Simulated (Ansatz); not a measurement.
**Structural relaxation of Zr2CO2 MXene, 4 layers (80 atoms)**

Wanted: the relaxed structure of Zr2CO2 MXene, 4 layers (80 atoms) and its electronic structure.

Program: Ansatz 0.2.0. Level of theory: Kohn-Sham DFT, PBE+D4, PAW (set soft_2), plane waves. Results are calculated unless marked as measured.

This is a report of a sequence of runs, with most program output left out.

### Step 1. Set-up

The cell holds 80 atoms: 16 C, 32 Zr and 32 O. Its edges and angles: a = 6.752 Å, b = 6.752 Å, c = 40.780 Å, α = 90.0°, β = 90.0°, γ = 120.0°. It derives from Zr2CO2 (Zr2CO2 MXene). 4 layers of Zr2CO2 MXene (a = 3.31 Å), 2 x 2 cells, biaxial strain +2 %, every second layer slid by 0.000 of a1 + 2 a2; facing planes 2.84, 2.72, 2.82 Å apart; 14 Å of vacuum. Regions: layer 1, 20 atoms (4 C, 8 Zr and 8 O); layer 2, 20 atoms (4 C, 8 Zr and 8 O); layer 3, 20 atoms (4 C, 8 Zr and 8 O); layer 4, 20 atoms (4 C, 8 Zr and 8 O). Vacuum lies along c.

What the set-up can't give: The cell is under 6 Å thick along two periodic directions, so every atom has periodic images of itself close by, which move with it and show among its neighbours and in g(r).

### Step 2. Single point at the start

The forces at the start show how far the geometry lies from a minimum of this functional.

The input, input.yaml:

```yaml
crystal:
  lattice:
    - [6.7524, 0.0, 0.0]
    - [-3.3762, 5.84775, 0.0]
    - [0.0, 0.0, 40.78]
  atoms:
    - { symbol: C, position: [0.00404, 0.00017, 0.22835] }
    - { symbol: Zr, position: [0.16704, 0.33497, 0.26193] }
    - { symbol: Zr, position: [0.33202, 0.1635, 0.19448] }
    - { symbol: O, position: [0.33551, 0.16654, 0.28419] }
    - { symbol: O, position: [0.16881, 0.33586, 0.17151] }
    - { symbol: C, position: [0.00351, 0.50165, 0.2282] }
    - { symbol: Zr, position: [0.16715, 0.83519, 0.26144] }
    - { symbol: Zr, position: [0.33121, 0.66489, 0.19415] }
[... 68 atom lines left out ...]
    - { symbol: Zr, position: [0.66781, 0.83435, 0.80599] }
    - { symbol: Zr, position: [0.83633, 0.66926, 0.73823] }
    - { symbol: O, position: [0.83647, 0.66944, 0.82837] }
    - { symbol: O, position: [0.66664, 0.83308, 0.71548] }
kpoints:
  mp_grid: { grid: [2, 2, 1] }
hamiltonian:
  xc: pbe
  dispersion: d4
scf:
  occupations: { method: gaussian, width: 0.025 }
output:
  forces: true
  populations: intrinsic
  dos:
    method: { smearing: { sigma: 0.08 } }
    de: 0.1
    projected:
      site_lists:
        C: [C]
        O: [O]
        Zr: [Zr]
        layer_1: [0, 1, 2, 3, 4, 5, 6, 7, 8, 9, 10, 11, 12, 13, 14, 15, 16, 17, 18, 19]
        layer_2: [20, 21, 22, 23, 24, 25, 26, 27, 28, 29, 30, 31, 32, 33, 34, 35, 36, 37, 38, 39]
        layer_3: [40, 41, 42, 43, 44, 45, 46, 47, 48, 49, 50, 51, 52, 53, 54, 55, 56, 57, 58, 59]
        layer_4: [60, 61, 62, 63, 64, 65, 66, 67, 68, 69, 70, 71, 72, 73, 74, 75, 76, 77, 78, 79]
  eigenvalues: true
```

Launch:

```bash
> ansatz run input.yaml --threads 8 --pin off --max-ram 15872MiB --backend cpu --events-out ev --progress --plain --runs-dir out
```

The job ended after 67 s (8 threads of Arm Neoverse V2, shared host; peak memory 11 GiB; 8.7 min of CPU time).

The run gave:

```
free energy                                      : -156165.8252 eV
free energy per atom                             : -1952.0728 eV/atom
SCF cycles                                       : 12
r.m.s. force component                           : 0.4324 eV/Å
longest force                                    : 1.368 eV/Å
Fermi energy                                     : 6.413 eV
gap (highest filled to lowest empty level) : 0.7454 eV
```

The r.m.s. force component of 0.43 eV/Å sets the starting point.

Length of the force by element:

```csv
element,coordination,atoms,mean length of the force (eV/Å),spread,least,most
C,all,16,0.212,0.109,0.0626,0.480
O,all,32,0.668,0.117,0.427,0.878
Zr,all,32,0.926,0.237,0.537,1.37
```

### Step 3. Relaxation

With the cell held, the atoms are moved downhill towards a nearby minimum.

input.yaml, the sections that differ from step 2:

```yaml
output:
  forces: true
relax:
  f_tol: 0.05
  max_steps: 94
# crystal, kpoints, hamiltonian, scf: as in step 2
```

It took 7.9 min on 8 threads; peak memory 11 GiB; 62 min of CPU time.

Relaxation path:

```csv
step,energy less that of the first step (eV),largest force component (eV/Å)
1,0.0000,1.3555
2,-0.2331,1.4936
3,-1.1201,0.1563
4,-1.4247,0.1734
5,-1.7658,0.1921
6,-2.1490,0.2362
7,-2.5660,0.2512
8,-2.9612,0.2216
9,-3.3204,0.0664
10,-3.5567,0.1304
11,-3.8920,0.1390
12,-4.3170,0.2136
13,-4.4757,0.3403
14,-4.5238,0.2116
15,-4.5436,0.0039
16,-4.5436,0.0039
```

The atoms that moved most (Å):

```csv
atom,dx,dy,dz,length
O10,0.027,-0.004,2.152,2.152
O5,-0.005,-0.013,2.146,2.146
O15,0.009,-0.005,2.145,2.145
O64,-0.005,0.011,-2.140,2.140
O79,-0.010,-0.014,-2.136,2.137
Zr68,0.003,-0.002,-2.128,2.128
O74,0.007,0.006,-2.123,2.123
O20,0.008,-0.003,2.121,2.121
```

The relaxation changed the energy by -56.8 meV/atom, and atoms moved by 1.5 Å r.m.s., 2.2 Å at most.

### Step 4. Structure statistics after relaxation

Bonds before and after, by the cutoffs listed below:

```csv
pair,bonds before,bonds after,mean before (Å),mean after (Å),spread before (Å),spread after (Å)
O-Zr,96,120,2.160,2.179,0.015,0.118
Zr-C,96,96,2.382,2.389,0.015,0.000
```

Normalised to the volume that the atoms fill. g(r), total and by pair (bins of 0.2 Å):

```csv
r (Å),total,O-O,O-Zr,O-C,Zr-Zr,Zr-C,C-C
2.10,2.56,0.00,8.00,0.00,0.00,0.00,0.00
2.30,2.05,0.00,0.00,0.00,0.00,12.80,0.00
2.50,1.17,4.25,1.53,0.00,0.00,0.00,0.00
2.70,0.00,0.00,0.00,0.00,0.00,0.00,0.00
2.90,1.34,0.00,0.00,8.35,0.00,0.00,0.00
3.10,0.00,0.00,0.00,0.00,0.00,0.00,0.00
3.30,3.04,6.35,0.00,0.00,9.50,0.00,12.65
3.50,0.23,0.00,0.70,0.00,0.00,0.00,0.00
3.70,0.38,0.00,0.23,0.00,1.90,0.00,0.00
3.90,0.73,0.00,2.29,0.00,0.00,0.00,0.00
4.10,1.68,0.00,3.12,0.00,0.00,4.24,0.00
4.30,0.71,1.51,0.00,2.96,0.00,0.00,0.00
4.50,0.57,0.00,0.00,3.58,0.00,0.00,0.00
4.70,0.25,0.00,0.00,0.00,1.58,0.00,0.00
4.90,1.20,1.53,2.96,0.00,0.00,0.00,0.00
5.10,0.51,0.00,0.00,0.00,1.05,2.15,0.00
5.30,1.96,1.88,2.65,0.00,0.00,5.10,0.00
5.50,0.58,0.00,0.89,1.84,0.00,0.00,0.00
5.70,0.73,0.00,0.00,4.57,0.00,0.00,0.00
5.90,1.53,3.50,0.00,0.00,4.74,0.00,5.26
6.10,0.50,0.16,0.00,0.00,1.47,1.49,0.00
6.30,0.43,0.00,1.35,0.00,0.00,0.00,0.00
6.50,0.62,0.00,0.65,2.62,0.00,0.00,0.00
6.70,0.76,2.36,0.00,0.00,1.57,0.00,3.15
6.90,1.89,3.05,1.52,0.00,2.29,2.26,4.58
7.10,1.42,0.00,3.04,0.00,0.00,2.81,0.00
7.30,0.92,1.03,1.01,2.65,0.00,0.00,0.00
7.50,0.20,0.00,0.00,0.00,1.26,0.00,0.00
```

Bonds by pair of elements; cutoffs follow the first minimum of g(r), held within bounds set by covalent radii, and pairs that aren't listed don't count as bonded:

```csv
pair A-B,cutoff (Å),bonds,mean length (Å),spread (Å),shortest (Å),B about A,A about B
O-Zr,2.82,120,2.18,0.118,2.12,3.75,3.75
Zr-C,2.81,96,2.39,0,2.39,3,6
```

How many atoms have how many bonded neighbours:

```csv
element,mean,3,4,6,7
C,6,0,0,16,0
O,3.75,8,24,0,0
Zr,6.75,0,0,8,24
```

Bond angles, per cent of each kind in bins of 5°:

```csv
angle (°),C-Zr-O,Zr-C-Zr,O-Zr-O,Zr-O-Zr,C-Zr-C
65–70,0.0,0.0,42.9,0.0,0.0
70–75,0.0,0.0,0.0,0.0,0.0
75–80,0.0,0.0,0.0,0.0,0.0
80–85,53.3,0.0,0.0,0.0,0.0
85–90,0.0,40.0,0.0,0.0,100.0
90–95,0.0,40.0,0.0,0.0,0.0
95–100,0.0,0.0,0.0,0.0,0.0
100–105,0.0,0.0,14.3,14.3,0.0
105–110,0.0,0.0,42.9,42.9,0.0
110–115,0.0,0.0,0.0,42.9,0.0
115–120,0.0,0.0,0.0,0.0,0.0
120–125,0.0,0.0,0.0,0.0,0.0
125–130,20.0,0.0,0.0,0.0,0.0
130–135,0.0,0.0,0.0,0.0,0.0
135–140,0.0,0.0,0.0,0.0,0.0
140–145,0.0,0.0,0.0,0.0,0.0
145–150,0.0,0.0,0.0,0.0,0.0
150–155,0.0,0.0,0.0,0.0,0.0
155–160,0.0,0.0,0.0,0.0,0.0
160–165,0.0,0.0,0.0,0.0,0.0
165–170,26.7,0.0,0.0,0.0,0.0
170–175,0.0,0.0,0.0,0.0,0.0
175–180,0.0,20.0,0.0,0.0,0.0
```

Bond angles (no mean is given where the spread exceeds 20°):

```csv
angle,count,mean (°),spread (°)
C-Zr-O,360,-,-
Zr-C-Zr,240,-,-
O-Zr-O,168,89.1,19
Zr-O-Zr,168,109,3.7
C-Zr-C,96,89.9,0
```

Bond length by coordination (bonds to H left out):

```csv
element,coordination,atoms,mean bond length (Å)
O,3,8,2.14
O,4,24,2.19
Zr,6,8,2.26
Zr,7,24,2.27
```

Counting bonds as in the table, all C atoms have 6, 75 % of O atoms have 4 and 75 % of Zr atoms have 7 bonded neighbours.

### Step 5. Single point at the relaxed geometry

One more single point at the end of the walk gives the fuller output and checks the residual forces.

The input, input.yaml:

```yaml
crystal:
  lattice:
    - [6.7524, 0.0, 0.0]
    - [-3.3762, 5.84775, 0.0]
    - [0.0, 0.0, 40.78]
  atoms:
    - { symbol: C, position: [0.00031, 0.00031, 0.27946] }
    - { symbol: Zr, position: [0.16697, 0.33363, 0.31329] }
    - { symbol: Zr, position: [0.33362, 0.16697, 0.24558] }
    - { symbol: O, position: [0.33366, 0.16696, 0.33344] }
    [... 70 atom lines left out ...]
    - { symbol: O, position: [0.66715, 0.33377, 0.66666] }
    - { symbol: C, position: [0.50048, 0.5004, 0.72065] }
    - { symbol: Zr, position: [0.66714, 0.83381, 0.75452] }
    - { symbol: Zr, position: [0.8338, 0.66712, 0.68682] }
    - { symbol: O, position: [0.83383, 0.66711, 0.77598] }
    - { symbol: O, position: [0.66711, 0.83369, 0.66666] }
kpoints:
  mp_grid: { grid: [2, 2, 1] }
hamiltonian:
  xc: pbe
  dispersion: d4
scf:
  occupations: { method: gaussian, width: 0.025 }
output:
  forces: true
  populations: intrinsic
  dos:
    method: { smearing: { sigma: 0.08 } }
    de: 0.1
    projected:
      site_lists:
        C: [C]
        O: [O]
        Zr: [Zr]
        layer_1: [0, 1, 2, 3, 4, 5, 6, 7, 8, 9, 10, 11, 12, 13, 14, 15, 16, 17, 18, 19]
        layer_2: [20, 21, 22, 23, 24, 25, 26, 27, 28, 29, 30, 31, 32, 33, 34, 35, 36, 37, 38, 39]
        layer_3: [40, 41, 42, 43, 44, 45, 46, 47, 48, 49, 50, 51, 52, 53, 54, 55, 56, 57, 58, 59]
        layer_4: [60, 61, 62, 63, 64, 65, 66, 67, 68, 69, 70, 71, 72, 73, 74, 75, 76, 77, 78, 79]
  eigenvalues: true
  write_density: true
  write_potential: true
  volumetric_format: npy
  elf: true
```

Elapsed: 68 s, on 8 threads; peak memory 11 GiB.

The program notes that the exchange-correlation potential is rough where the density is thin.

Read from the output:

| Quantity | Value |
| --- | --- |
| free energy | -156170.3688 eV |
| free energy per atom | -1952.1296 eV/atom |
| SCF cycles | 11 |
| r.m.s. force component | 0.00161 eV/Å |
| longest force | 0.00812 eV/Å |
| Fermi energy | 6.571 eV |
| gap (highest filled to lowest empty level) | 0.7415 eV |
| potential in mid-vacuum, over the Fermi level | 4.763 eV |
| potential 4.5 Å over the upper face | 4.763 eV |
| potential 4.5 Å under the lower face | 4.763 eV |

Intrinsic-atomic-orbital charges by element and coordination:

```csv
element,coordination,atoms,mean charge (e),spread,least,most
C,all,16,-0.973,0.0021,-0.975,-0.971
O,all,32,-0.674,0.0112,-0.693,-0.666
O,3,8,-0.693,0,-0.693,-0.693
O,4,24,-0.667,5.0e-4,-0.668,-0.666
Zr,all,32,1.16,0.0154,1.15,1.19
Zr,6,8,1.19,0,1.19,1.19
Zr,7,24,1.15,0.0012,1.15,1.15
```

By region:

```csv
region,atoms,mean length of the force (eV/Å),net charge (e)
layer 1,20,0.002,0
layer 2,20,0.003,0
layer 3,20,0.003,0
layer 4,20,0.002,0
```

States in the cell by windows of 1 eV, zero at the Fermi level; the larger projections on atomic orbitals stand beside the total:

```csv
from (eV),to (eV),total,Zr d,O p,layer 4,layer 1,layer 3,layer 2
-18,-17,1.9,0.2,0.0,0.9,1.0,0.0,0.0
-17,-10,0.0,0.0,0.0,0.0,0.0,0.0,0.0
-10,-9,32.0,6.8,0.7,8.0,8.0,8.0,8.0
-9,-8,0.0,0.0,0.0,0.0,0.0,0.0,0.0
-8,-7,2.2,0.6,1.3,0.3,0.3,0.8,0.8
-7,-6,27.0,6.8,18.1,4.4,4.4,9.1,9.0
-6,-5,60.1,12.8,41.7,13.3,13.3,16.6,16.6
-5,-4,77.6,16.2,53.3,23.8,23.8,14.8,14.8
-4,-3,26.6,3.2,19.5,6.2,6.3,6.9,6.9
-3,-2,37.2,11.3,7.1,9.7,9.7,8.6,8.6
-2,-1,52.0,12.7,11.0,12.4,12.4,13.3,13.3
-1,0,5.3,0.8,1.3,1.2,1.2,1.4,1.4
0,1,9.2,7.0,1.5,2.5,2.4,2.0,2.0
1,2,26.3,21.0,3.6,6.3,6.3,6.6,6.6
2,3,42.5,34.5,2.2,11.4,11.4,9.4,9.4
```

The curve was stored every 0.10 eV, coarse against its broadening of 0.08 eV, so these counts are rough.

Between -26 and -18 eV lie 62 more states.

The stored curve holds about 384 of the 640 electrons; the rest, give or take the few that broadening carries across the Fermi level, lie in deeper levels below its range.

The levels nearest the highest filled one (over half full), pooled over k-points and spins:

```csv
level less the highest filled one (eV),occupation
-0.0279,2
-0.0275,2
-0.0095,2
-0.0094,2
-2.0e-4,2
0,2
0.742,0
0.742,0
0.742,0
1,0
1,0
1.00,0
```

Planar average of the electrostatic potential energy along the normal, with the Fermi level as zero, after a running mean with a triangular window 4 Å wide at its base:

```csv
height (Å),potential energy (eV)
0.0,4.76
1.1,4.76
2.3,4.76
3.5,4.76
4.7,4.76
5.8,4.76
6.9,4.41
8.1,0.72
9.3,-7.69
10.5,-9.88
11.6,-9.27
12.7,-10.26
13.9,-7.91
15.2,-8.49
16.3,-10.20
17.4,-9.24
18.5,-10.23
19.7,-8.38
21.0,-8.03
22.1,-10.26
23.2,-9.26
24.4,-10.07
25.5,-8.89
26.8,-7.63
27.9,-10.16
29.0,-9.37
30.2,-9.72
31.3,-8.43
32.6,-0.16
33.7,4.22
34.8,4.75
36.0,4.76
37.1,4.76
38.4,4.76
39.5,4.76
40.6,4.76
```

Valence density in the ca plane at fractional y = 0.167, with atoms of Zr and O within 0.2 Å of it. It is the smooth field of the valence electrons, not physical close to the nuclei.

Ten even steps from '0' (0.1 e/Å³) to '9' (6.7 e/Å³), each cell a mean:
```
00000011000000001000001110000000000000011000
52000355200000025310014541000001352000355200
95101455410000049820025552000002795101455410
73001455300000037610025552000001573001455300
21000133100000012100002320000000121000133100
00000000000000000000000000000000000000000000
00000000000000000000000000000000000000000000
00000000000000000000000000000000000000000000
00000000000000000000000000000000000000000000
00000011000000001000001110000000000000011000
52000355200000025310014541000001352000355200
95101455410000049820025552000002795101455410
73001455300000037610025552000001573001455300
21000133100000012100002320000000121000133100
00000000000000000000000000000000000000000000
00000000000000000000000000000000000000000000
00000000000000000000000000000000000000000000
00000000000000000000000000000000000000000000
```
Columns run along c (16.0 Å, from fractional 0.33 to 0.73 of the cell), rows up along a (6.8 Å). Atoms in or near the plane, at fractional coordinates: Zr at (0.39, 0.33), O at (0.48, 0.33), Zr at (0.39, 0.83), O at (0.48, 0.83), Zr at (0.54, 0.33), O at (0.63, 0.33), Zr at (0.54, 0.83), O at (0.63, 0.83), Zr at (0.69, 0.33), Zr at (0.69, 0.83).

ELF in the ca plane at fractional y = 0.167, with atoms of Zr and O within 0.2 Å of it. It is the smooth field of the valence electrons, not physical close to the nuclei.

Ten even steps from '0' (0.04) to '9' (0.81), each cell a mean:
```
35410268620036642452014774101465235410268620
11102799971289893121149999406989711102799971
10003975892494395000169569618726910003975892
11103897981497694010169789517858810103897982
13211489840168862231027997203788413211489840
56410124311222213663112342012222256410124311
88522210003642127873232000255311488522210003
88523310014762137874232000267412588523310014
77521111102321015773111110033101377521111102
35410268620036642452014774101465235410268620
11102799971289893121149999406989711102799971
10003975892494395000169569618726910003975892
11103897981497694010169789517858810103897982
13211489840168862231027997203788413211489840
56410124311222213663112342012222256410124311
88522210003642127873232000255311488522210003
88523310014762137874232000267412588523310014
77521111102321015773111110033101377521111102
```
Columns run along c (16.0 Å, from fractional 0.27 to 0.67 of the cell), rows up along a (6.8 Å). Atoms in or near the plane, at fractional coordinates: O at (0.33, 0.33), O at (0.33, 0.83), Zr at (0.39, 0.33), O at (0.48, 0.33), Zr at (0.39, 0.83), O at (0.48, 0.83), Zr at (0.54, 0.33), O at (0.63, 0.33), Zr at (0.54, 0.83), O at (0.63, 0.83).

Mean intrinsic-atomic-orbital charges: C -0.97, O -0.67, Zr +1.16 e. The potential stands 5.13 eV above the highest filled level over the upper face and 5.13 eV under the lower one, a reading of the ionisation potential at this level on the run's k-points.

A closer look about C21, picked at random: 13 atoms, nearest first, numbered in the order of the input, with positions taken from that point.

```csv
atom,x,y,z,distance (Å),bonds,intrinsic-atomic-orbital charge (e)
C21,0.00,0.00,0.00,0.00,6,-0.97
Zr37,-1.69,-0.97,1.38,2.39,7,1.15
Zr33,-1.69,0.97,-1.38,2.39,7,1.15
Zr38,0.00,-1.95,-1.38,2.39,7,1.15
Zr23,1.69,0.97,-1.38,2.39,7,1.15
Zr27,1.69,-0.97,1.38,2.39,7,1.15
Zr22,0.00,1.95,1.38,2.39,7,1.15
O39,0.00,-1.95,2.20,2.94,4,-0.67
O24,1.69,0.97,2.20,2.94,4,-0.67
O34,-1.69,0.97,2.20,2.94,4,-0.67
O30,1.69,-0.97,-2.20,2.94,4,-0.67
O40,-1.69,-0.97,-2.20,2.94,4,-0.67
O25,0.00,1.95,-2.20,2.94,4,-0.67
```

The column of bonds counts only the pairs O-Zr within 2.82 Å, Zr-C within 2.81 Å; other neighbours, such as metal atoms beside each other in a compound, aren't counted, and periodic images can show an atom twice.

### Step 6. Another try, on a changed input

The input is spoilt on purpose; the run shows how that looks.

input.yaml, the sections that differ from step 5:

```yaml
crystal:
  lattice:
    - [6.7524, 0.0, 0.0]
    - [-3.3762, 5.84775, 0.0]
    - [0.0, 0.0, 40.78]
  atoms:
    [... the 80 atom lines of step 2 ...]
scf:
  occupations: { method: gaussian, width: 0.025 }
  max_iter: 60
output:
  forces: true
basis:
  ecutrho_ratio: 0
# kpoints, hamiltonian: as in step 5
```

It took 0.05 s on 8 threads; peak memory 0.074 GiB.

The program refused the input before any cycle.

The program's message: “Error: invalid value for `basis.ecutrho_ratio`: must be in [1, 1024]; got 0”

The fault in the input: a density cutoff under the waves' own (basis.ecutrho_ratio = 0). The fix is to take out basis.ecutrho_ratio.

### Step 7. Outcome

| Quantity | Value |
| --- | --- |
| energy change in the relaxation | -56.8 meV/atom |
| r.m.s. displacement | 1.546 Å |
| largest displacement | 2.152 Å |
| free energy per atom | -1952.1296 eV/atom |
| r.m.s. force component | 0.00161 eV/Å |
| gap (highest filled to lowest empty level) | 0.7415 eV |
| potential in mid-vacuum, over the Fermi level | 4.763 eV |
| wall time of the 3 DFT runs | 10 min |

In words: Relaxation lowers the energy by 56.8 meV/atom and moves atoms by 1.5 Å r.m.s.; the r.m.s. force component goes from 0.43 to 0.0016 eV/Å. By the final cutoffs 0 of 192 bonded pairs parted and 24 joined. From the first step to the last the energy fell by 4.544 eV, and the largest move was 2.15 Å (O10, with 12 other atoms within 2 % of it). The O-Zr bonds change most in mean length: from 2.160 Å (spread 0.015) to 2.179 Å (spread 0.118), and their number from 96 to 120. Counting bonds as in the table, all C atoms have 6, 75 % of O atoms have 4 and 75 % of Zr atoms have 7 bonded neighbours. Between filled and empty levels lie 0.742 eV on the run's k-points; the mesh holds the band edges only if they fold onto it, so the gap at this level can be narrower or closed, while semilocal functionals tend to narrow gaps against experiment. The potential stands 5.13 eV above the highest filled level over the upper face and 5.13 eV under the lower one, a reading of the ionisation potential at this level on the run's k-points.

[Logs are printed without paths, hosts, clocks, repeated set-up lines and the standing remarks that a program may print on its own settings, such as how far it seeks lower states.]

[Hosts, paths, dates, database ids (printed as entryN), source tags and the programs' standing remarks are cut or masked in the printed files.]
